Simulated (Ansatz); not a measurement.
# Sn2Os (built on the sites of a database entry of FeSi2): from the cell to its phonons

Aim: the vibrations of Sn2Os (built on the sites of a database entry of FeSi2), their spectra, and whether the structure is stable.

Main program and level: Ansatz 0.2.0; DFT PBEsol, scalar-relativistic, plane waves, PAW.

Report form: the programs' logs are mostly left out.

The structure was built from a prototype and need not be the compound's stable phase.

### 1. The starting structure

Symmetry: P4/mmm, No. 123, tetragonal system. Conventional cell: a = 3.072 Å, b = 3.072 Å, c = 5.870 Å, α = 90.00°, β = 90.00°, γ = 90.00°. Nearest to Os lie 8 Sn at 2.69 Å. Nearest to Sn lie 4 Os at 2.69 Å and 1 Sn at 2.70 Å. Farther neighbours are not listed.

As a file:

```cif
data_structure
_symmetry_space_group_name_H-M 'P 1'
_symmetry_Int_Tables_number 1
_cell_length_a 3.0723
_cell_length_b 3.0723
_cell_length_c 5.8698
_cell_angle_alpha 90.000
_cell_angle_beta 90.000
_cell_angle_gamma 90.000
_cell_volume 55.40
loop_
_atom_site_label
_atom_site_type_symbol
_atom_site_fract_x
_atom_site_fract_y
_atom_site_fract_z
_atom_site_occupancy
Os1 Os 0.00000 0.00000 0.00000 1
Sn2 Sn 0.50000 0.50000 0.27000 1
Sn3 Sn 0.50000 0.50000 0.73000 1
```

### 2. Coarse relaxation

The start is far from rest, so a relaxation with loose tolerances brings it close first.

Contents of input.yaml:

```yaml
crystal:
  lattice:
    - [3.07228, 0.0, 0.0]
    - [0.0, 3.07228, 0.0]
    - [0.0, 0.0, 5.86984]
  atoms:
    - { symbol: Os, position: [0.0, 0.0, 0.0] }
    - { symbol: Sn, position: [0.5, 0.5, 0.27] }
    - { symbol: Sn, position: [0.5, 0.5, 0.73] }
kpoints:
  mp_grid: { grid: [6, 6, 4] }
hamiltonian:
  xc: pbesol
scf:
  occupations: { method: gaussian, width: 0.1 }
output:
  forces: true
  stress: true
  eigenvalues: true
relax:
  adjacent_minimum: "off"
  f_tol: 0.05
  max_steps: 80
  cell: { stress_tol: 0.5 }
```

Command:

```bash
$ ansatz run input.yaml --threads 8 --pin off --max-ram 14336MiB --backend cpu --events-out ev --progress --plain --runs-dir out
```

The job ended after 2.5 s (8 threads of Intel Xeon Platinum 8488C (Sapphire Rapids), shared host; peak memory 0.49 GiB).

The steps of the relaxation:

```csv
step,energy less that of the first step (eV),largest force component (eV/Å),pressure (GPa),volume (Å³)
1,0.0000,0.7625,18.36,55.40
2,-0.2416,1.1363,-4.48,62.88
3,-0.2727,0.4753,-1.27,62.98
4,-0.3108,0.0238,0.40,61.39
5,-0.3113,0.0052,-0.06,61.60
6*,-0.3151,0.0035,-0.09,61.60
```

Relaxation steps marked * repeat the geometry before them on a plane-wave basis chosen anew for their cell, so energy and pressure can jump there.

The run keeps the 16 symmetry operations that it works with, so distortions that break them were not tested.

```
conventional cell, symmetrised  before  after   change
                         a (Å)   3.072  3.171   +3.2 %
                         b (Å)   3.072  3.171   +3.2 %
                         c (Å)   5.870  6.127   +4.4 %
              volume (Å³/atom)   18.47  20.53  +11.2 %
```

The atoms that moved most (Å, as changes of fractional coordinates times the final cell):

```csv
atom,dx,dy,dz,length
Sn3,0.000,0.000,0.014,0.014
Sn2,0.000,0.000,-0.014,0.014
```

Final coordinates:

```
Os Sn
1.0
     3.17073    0.00000    0.00000
     0.00000    3.17073    0.00000
     0.00000    0.00000    6.12744
Os Sn
1 2
Direct
  0.00000 0.00000 0.00000
  0.50000 0.50000 0.26777
  0.50000 0.50000 0.73223
```

Numbers from this step:

| Property | Result |
| --- | --- |
| pressure | -0.08607 GPa |
| volume per atom | 20.53 Å³ |
| gap on the k-mesh | 0 eV |

In this step the volume went from 18.47 to 20.53 Å³/atom.

### 3. Relaxation

Harmonic phonons are second derivatives at a point where the forces vanish, and they are wanted at zero stress, so atoms and cell are relaxed first.

Contents of input.yaml:

```yaml
crystal:
  lattice:
    - [3.1707343325, 0.0, 0.0]
    - [0.0, 3.1707343325, 0.0]
    - [0.0, 0.0, 6.1274429606]
  atoms:
    - { symbol: Os, position: [0.0, 0.0, 0.0] }
    - { symbol: Sn, position: [0.5, 0.5, 0.2677715783] }
    - { symbol: Sn, position: [0.5, 0.5, 0.7322284217] }
kpoints:
  mp_grid: { grid: [14, 14, 8] }
hamiltonian:
  xc: pbesol
scf:
  occupations: { method: gaussian, width: 0.1 }
output:
  forces: true
  stress: true
  eigenvalues: true
  write_density: true
  write_potential: true
  elf: true
  volumetric_format: npy
relax:
  adjacent_minimum: "off"
  f_tol: 0.005
  max_steps: 80
  cell: { stress_tol: 0.05 }
```

Wall time 8.4 s (8 threads); peak memory 0.67 GiB; 61 s of CPU time.

Relaxation path:

| step | energy less that of the first step (eV) | largest force component (eV/Å) | pressure (GPa) | volume (Å³) |
| --- | --- | --- | --- | --- |
| 1 | 0.0000 | 0.0231 | 0.48 | 61.60 |
| 2 | 0.0020 | 0.0864 | -0.78 | 62.47 |
| 3 | -0.0004 | 0.0092 | 0.00 | 61.88 |
| 4 | -0.0004 | 0.0043 | 0.00 | 61.90 |
| 5* | -0.0006 | 0.0043 | 0.00 | 61.90 |

Relaxation steps marked * repeat the geometry before them on a plane-wave basis chosen anew for their cell, so energy and pressure can jump there. Relaxation step 2 was tried and not accepted.

The run keeps the 16 symmetry operations that it works with, so distortions that break them were not tested.

| conventional cell, symmetrised | before | after | change |
| --- | --- | --- | --- |
| a (Å) | 3.171 | 3.175 | +0.1 % |
| b (Å) | 3.171 | 3.175 | +0.1 % |
| c (Å) | 6.127 | 6.142 | +0.2 % |
| volume (Å³/atom) | 20.53 | 20.63 | +0.5 % |

The relaxed structure:

```xyz
3
Lattice="3.1747 0.0000 0.0000 0.0000 3.1747 0.0000 0.0000 0.0000 6.1417" Properties=species:S:1:pos:R:3 pbc="T T T"
Os    0.0000    0.0000    0.0000
Sn    1.5874    1.5874    1.6410
Sn    1.5874    1.5874    4.5007
```

This step gave:

```yaml
pressure: 0.002438 GPa
volume_per_atom: 20.63 Å³
```

Electrostatic potential energy in the ac plane at fractional y = 0.500, with atoms of Sn within 0.2 Å of it. With pseudopotentials it is smooth inside the atoms' cores, unlike the true potential.

Ten even steps from '0' (-5 eV) to '9' (51 eV), each cell a mean:
```
3333333333333333
3333332222233333
3333210000012333
3332100121001233
3331003676300133
3321026999620123
3320027999720023
3321003686300123
3332100121001233
3333210000012333
4333332222233333
4433333333333334
4333332222233333
3333221000122333
3332100111001233
3321002565200123
3321026999620123
3320027999720023
3321014787410123
3332001232100233
3333210000012333
3333322212223333
3333333333333333
3333333333333333
```
Columns run along a (3.2 Å; values clipped at the 3rd and 97th percentile), rows up along c (6.1 Å). Atoms in or near the plane, at fractional coordinates: Sn at (0.50, 0.27), Sn at (0.50, 0.73).

Valence density in the ac plane at fractional y = 0.500, with atoms of Sn within 0.2 Å of it. It is the smooth field of the valence electrons, not physical close to the nuclei.

Ten steps, logarithmic in the rise over the least value, from '_' (0 e/Å³) to '@' (16 e/Å³), each cell a mean:
```
................................
..............::::::............
........::::----------::::......
......::::==++******++==::::....
......::--++##%%%%%%##++--::....
......::==**%%@@@@@@%%**==::....
......::==**%%@@@@@@%%**==::....
__....::--++##%%%%%%##++--::....
____....::==++******++==::....__
______....::--======--::....____
________....::::::::::....______
________......::::::......______
________....::::::::::....______
______....::::------::::....____
____....::--==++**++==--::....__
____..::--++**##%%##**++--::..__
......::==**%%@@@@@@%%**==::....
......::==**%%@@@@@@%%**==::....
......::==++##%%%%%%##++==::....
......::--==++**##**++==--::....
........::::--======--::::......
............::::::::::..........
................................
................................
```
Columns run along a (3.2 Å), rows up along c (6.1 Å). Atoms in or near the plane, at fractional coordinates: Sn at (0.50, 0.27), Sn at (0.50, 0.73).

ELF in the ac plane at fractional y = 0.500, with atoms of Sn within 0.2 Å of it. It is the smooth field of the valence electrons, not physical close to the nuclei.

Ten even steps from '_' (0.00) to '@' (0.62), each cell a mean:
```
****++++++==----------==++++++**
++++++++++====------====++++++++
++++++++==================++++++
++++++======--::::::--======++++
++++++====--..______..--====++++
++++======::__________::======++
==========::__________::========
--======++--..______..--++======
----==++++++--::::::--++++++==--
::--==++++++++++==++++++++++==--
..::==**##################**==::
..::--**%%@@@@@@@@@@@@@@%%**--::
..::--**##%%%%%%%%%%%%%%##**--::
::::==++****++++++++++****++==::
----==++++++==------==++++++==--
--======++==::______::==++======
==========::__________::========
++++======::__________::======++
++++++====--..______..--====++++
++++++======--::..::--======++++
++++++++==================++++++
++++++++++====------====++++++++
****++++++==----------==++++++**
******++====--::::::--====++****
```
Columns run along a (3.2 Å), rows up along c (6.1 Å). Atoms in or near the plane, at fractional coordinates: Sn at (0.50, 0.27), Sn at (0.50, 0.73).

In this step the volume went from 20.53 to 20.63 Å³/atom.

### 4. Relaxing to small forces for the phonons

Phonons need a cell at rest on their own settings, so the relaxation is repeated with tight tolerances on forces and stress on the k mesh and occupations of the first response run.

Contents of input.yaml:

```yaml
crystal:
  lattice:
    - [3.1747274416, 0.0, 0.0]
    - [0.0, 3.1747274416, 0.0]
    - [0.0, 0.0, 6.1417337362]
  atoms:
    - { symbol: Os, position: [0.0, 0.0, 0.0] }
    - { symbol: Sn, position: [0.5, 0.5, 0.2671962686] }
    - { symbol: Sn, position: [0.5, 0.5, 0.7328037314] }
kpoints:
  mp_grid: { grid: [16, 16, 8] }
hamiltonian:
  xc: pbesol
scf:
  occupations: { method: methfessel_paxton, width: 0.2 }
output:
  forces: true
  stress: true
  eigenvalues: true
relax:
  adjacent_minimum: "off"
  f_tol: 0.001
  max_steps: 60
  cell: { stress_tol: 0.01 }
```

Elapsed: 9.7 s, on 8 threads; peak memory 0.71 GiB.

Little changed from the start: no atom moved by 0.005 Å and no cell edge by 0.1 %.

Numbers from this step:

| Item | Value |
| --- | --- |
| pressure | -0.002537 GPa |
| volume per atom | 20.61 Å³ |

The largest force component left is 0.24 meV/Å and the pressure is -0.003 GPa, within the tolerances set. The cell now holds 20.61 Å³/atom.

### 5. Zone-centre response

The zone centre comes first: it holds the modes that light can see, as far as symmetry allows. No field response is asked, since the mesh shows no gap.

input.yaml, the sections that differ from step 4:

```yaml
crystal:
  lattice:
    - [3.1727012468, 0.0, 0.0]
    - [0.0, 3.1727012468, 0.0]
    - [0.0, 0.0, 6.1424740199]
  atoms:
    - { symbol: Os, position: [0.0, 0.0, 0.0] }
    - { symbol: Sn, position: [0.5, 0.5, 0.2674884508] }
    - { symbol: Sn, position: [0.5, 0.5, 0.7325115492] }
output:
  eigenvalues: true
phonons:
  method: dfpt
# kpoints, hamiltonian, scf: as in step 4
# relax: removed
```

Wall time 33 s (8 threads); peak memory 2.4 GiB; 3.6 min of CPU time.

This step gave:

| Item | Value |
| --- | --- |
| sum-rule residual before enforcement | 4.32e-5 eV/Å² |
| point group | 4/mmm |
| highest optical mode at the zone centre (no LO-TO term) | 220.8 cm⁻¹ |
| lowest optical zone-centre mode | 87.59 cm⁻¹ |

Patterns of degenerate modes are one choice out of their space. Modes at Γ, with each element's share of the kinetic energy:

```
mode  frequency (cm⁻¹)  symmetry  Os %  Sn %
   1               0.0  acoustic    44    56
   2               0.0  acoustic    44    56
   3               0.0  acoustic    44    56
   4              87.6        Eg     0   100
   5              87.6        Eg     0   100
   6             115.3        Eu    56    44
   7             115.3        Eu    56    44
   8             156.0       A2u    56    44
   9             220.8       A1g     0   100
```

Displacements in mode 4 (87.6 cm⁻¹), the largest set to 1:
```
Os1  0.00  0.00  0.00
Sn2 -0.14 -1.00  0.00
Sn3  0.14  1.00  0.00
```

Displacements in mode 8 (156.0 cm⁻¹), the largest set to 1:
```
Os1  0.00  0.00  1.00
Sn2  0.00  0.00 -0.80
Sn3  0.00  0.00 -0.80
```

Before it was imposed, the acoustic sum rule was missed by 4.3e-5 eV/Å². Small misses are needed for a sound result but don't prove that mesh and cutoff are converged. The lowest optical mode is real, 87.6 cm⁻¹.

### 6. Response at finite wavevector

Stability and thermal properties need the whole zone. Linear response on a 4×4×2 q mesh gives force constants as far as a supercell of that size would.

Edit input.yaml of step 5 so:

```diff
@@ -19 +19,9 @@
   method: dfpt
+  qmesh: [4, 4, 2]
+  temperatures: { t_max: 1000, t_step: 50 }
+  qpath:
+    path:
+      - [[0.0, 0.0, 0.0], [0.0, 0.5, 0.0], [0.5, 0.5, 0.0], [0.0, 0.0, 0.0], [0.0, 0.0, 0.5], [0.0, 0.5, 0.5], [0.5, 0.5, 0.5], [0.0, 0.0, 0.5]]
+      - [[0.0, 0.5, 0.0], [0.0, 0.5, 0.5]]
+      - [[0.5, 0.5, 0.0], [0.5, 0.5, 0.5]]
+    npoints: 10
```

The job ended after 8.8 min (8 threads; peak memory 5.2 GiB; 63 min of CPU time).

This step gave:

- sum-rule residual before enforcement: 4.18e-5 eV/Å²
- lowest frequency on the path: 0 cm⁻¹
- highest frequency on the path or at a solved wavevector: 220.9 cm⁻¹
- mean frequency: 125.2 cm⁻¹
- Debye temperature (second moment): 247 K
- logarithmic mean frequency: 115.9 cm⁻¹
- lowest mode on the q mesh (acoustic modes at Γ apart): 23.14 cm⁻¹
- zero-point energy per atom: 23.28 meV
- heat capacity at 300 K: 24.12 J/(mol atoms K)
- vibrational entropy at 300 K: 40.01 J/(mol atoms K)

Frequencies (cm⁻¹) solved at each irreducible wavevector; negative means imaginary. Frequencies by wavevector, by row:

```csv
q in reciprocal lattice units,star,mode 1,mode 2,mode 3,mode 4,mode 5,mode 6,mode 7,mode 8,mode 9
0 0 0,1,0,0,0,87.6,87.6,115.3,115.3,156,220.8
0 0 -0.5,1,23.1,23.1,76.9,90.4,90.4,118.2,118.2,168.5,201.8
0 0.25 0,4,46.8,52.3,80.8,91.1,113.1,126.4,144.3,160.5,215.2
0 0.25 -0.5,4,52.4,68.3,80.5,82.5,112.3,141.4,154.1,164.6,194.4
0 -0.5 0,2,72.6,73.8,90.6,91.1,111.7,113.8,168,187.5,217.7
0 -0.5 -0.5,2,73.9,74.2,88.3,88.4,99.6,168,174.3,182.6,188.5
0.25 0.25 0,4,59.2,85,111.5,113.6,125.4,139.8,144.3,149.4,210.5
0.25 0.25 -0.5,4,59.5,78.1,101.4,128.4,134.4,145.7,149,159.5,188.6
0.25 -0.5 0,4,71.9,101.8,104.3,121.4,122.4,150.8,158.1,172.9,212.3
0.25 -0.5 -0.5,4,62.8,95.2,118.5,121.7,128.5,163.2,168.2,173.6,185.4
-0.5 -0.5 0,1,81.5,103.3,117.9,117.9,146.4,146.4,177.6,177.6,207
-0.5 -0.5 -0.5,1,55.4,115.5,115.5,141.3,152.9,152.9,174.7,174.7,185.8
```

Interpolated from a 4×4×2 q mesh. The phonon branches at the labelled points (cm⁻¹):

```csv
point,branch 1,branch 2,branch 3,branch 4,branch 5,branch 6,branch 7,branch 8,branch 9
Γ,0,0,0,88,88,115,115,156,221
halfway,47,52,81,91,113,126,144,160,215
X,73,74,91,91,112,114,168,188,218
halfway,72,102,104,121,122,151,158,173,212
M,82,103,118,118,146,146,178,178,207
halfway,59,85,112,114,125,140,144,149,210
Γ,0,0,0,88,88,115,115,156,221
halfway,16,16,55,89,89,117,117,160,214
Z,23,23,77,90,90,118,118,168,202
halfway,52,68,80,82,112,141,154,165,194
R,74,74,88,88,100,168,174,183,188
halfway,63,95,118,122,128,163,168,174,185
A,55,116,116,141,153,153,175,175,186
halfway,60,78,101,128,134,146,149,160,189
Z,23,23,77,90,90,118,118,168,202
jump to X,73,74,91,91,112,114,168,188,218
halfway,73,74,90,94,95,145,168,185,208
R,74,74,88,88,100,168,174,183,188
jump to M,82,103,118,118,146,146,178,178,207
halfway,70,117,117,120,150,150,176,176,199
A,55,116,116,141,153,153,175,175,186
```

The phonon density of states has structure finer than the step of the table below, so its rows give means over 10 cm⁻¹, whole bins alone (the curve runs from 1 to 221 cm⁻¹). Peaks (cm⁻¹: height): 69.0: 0.0707, 117.0: 0.0931, 159.0: 0.0775, 209.0: 0.0483.

Tetrahedra on a 20×20×10 mesh, mean over bins of 2 cm-1. Interpolated from a 4×4×2 q mesh. Table of phonon density of states by wavenumber; means over each step:

wavenumber (cm⁻¹), phonon density of states (1/cm⁻¹/cell) and a bar:
```
       10     0.0005 
       20     0.0026 #
       30     0.0070 ##
       40     0.0105 ####
       50     0.0172 ######
       60     0.0517 ####################
       70     0.0610 #######################
       80     0.0430 ################
       90     0.0609 #######################
      100     0.0642 #########################
      110     0.0695 ###########################
      120     0.0784 ##############################
      130     0.0547 #####################
      140     0.0506 ###################
      150     0.0722 ############################
      160     0.0748 #############################
      170     0.0605 #######################
      180     0.0198 #######
      190     0.0214 ########
      200     0.0305 ############
      210     0.0421 ################
```

[end of part 1 of 2]

[Logs are printed without paths, hosts, clocks, repeated set-up lines and the standing remarks that a program may print on its own settings, such as how far it seeks lower states.]

[Hosts, paths, dates, database ids (printed as entryN), source tags and the programs' standing remarks are cut or masked in the printed files.]
